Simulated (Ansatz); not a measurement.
Rows from a G0W0 calculation on BaSrYSbO6 (F-43m) (Ansatz 0.2.0; G0W0 on PBE, plane waves, PAW; PAW set soft_1; 4×4×4 mesh, 831 empty bands, screening to 180 eV, PAW set soft_1 files), in eV. Spin-orbit coupling is left out.

```
row  k  band   start       Σx  Σc at the solution      Vxc
  A  Γ    v1   8.825  -25.913               4.504  -20.516
  B  Γ    c2  13.673   -6.032              -4.176  -10.883
  C  Γ    c1  12.394  -12.328              -3.859  -16.976
```

Q: Give the quasiparticle energies and the shift of each level.

The quasiparticle equation reads E = start + Σx + Σc(E) − Vxc.

```
row  E (eV)  shift (eV)
  A   7.932      −0.893
  B  14.348      +0.675
  C  13.184      +0.790
```

Limits: not at the basis limit; no spin-orbit coupling.

[Paths, hosts, dates, memory and timing lines, banners, echoed tables and standing remarks are left out of the program output.]

[Logs are printed without paths, hosts, clocks, repeated set-up lines and the standing remarks that a program may print on its own settings, such as how far it seeks lower states.]

[Runs of the session that timed out or met a known fault of the program may be left out.]

[Cells called generated may have been cut or substituted from an entry of the Crystallography Open Database or the Materials Project.]

[Hosts, paths, dates, database ids (printed as entryN), source tags and the programs' standing remarks are cut or masked in the printed files.]
